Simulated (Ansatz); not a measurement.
Consider CdF2 (fluorite (111) film, 1 layers).

The cell holds 3 atoms: 2 F and 1 Cd. Cell: a = 3.810 Å, b = 3.810 Å, c = 26.100 Å, α = 90.0°, β = 90.0°, γ = 120.0°. It derives from CdF2. Vacuum lies along c.

```xyz
3
Lattice="3.8099 0.0000 0.0000 -1.9049 3.2995 0.0000 0.0000 0.0000 26.1000" Properties=species:S:1:pos:R:3
F     1.9049    1.0998   12.3261
Cd    0.0000    0.0000   13.0500
F     0.0000    2.1996   13.7739
```

The structure was relaxed with LDA (ions only). The runs that relaxed it are not among those shown. PAW set soft_2, made with PBE.

Gaps computed with Ansatz 0.2.0 without a self-energy: LDA 3.25 eV and HSE06 5.37 eV.

Question: What gap should G0W0 on LDA give (6×6×1 mesh, 390 empty bands, screening to 65 eV, default PAW files)?

About 6.88 eV: on its mesh the run moves the gap from 3.25 eV by +3.63 eV. Among the scalar-relativistic levels given, HSE06 is nearest (−1.51 eV). Bands and cutoff are finite, so the gap is not at the basis limit. The miss can reach some tenths of an eV and take either sign; the mesh is an error of its own. In a film the band edges may be surface states, so its gap need not approach the bulk's. At these cutoffs the gaps of films stand short of the band limit, often by tenths of an eV, while the trend with thickness is less touched. The mesh in the plane is coarse for a sheet; gap and any exciton binding can still move on denser ones. A d shell, filled or nearly so, lies near the gap. One-shot GW converges very slowly in bands there, not always from below, and on a semilocal start the gap tends to come out low; starts rich in exact exchange can overshoot instead. The many-body steps are scalar-relativistic: spin-orbit coupling is not in them.

[Paths, hosts, dates, memory and timing lines, banners, echoed tables and standing remarks are left out of the program output.]

[Logs are printed without paths, hosts, clocks, repeated set-up lines and the standing remarks that a program may print on its own settings, such as how far it seeks lower states.]

[Runs of the session that timed out or met a known fault of the program may be left out.]

[Cells called generated may have been cut or substituted from an entry of the Crystallography Open Database or the Materials Project.]

[Hosts, paths, dates, database ids (printed as entryN), source tags and the programs' standing remarks are cut or masked in the printed files.]
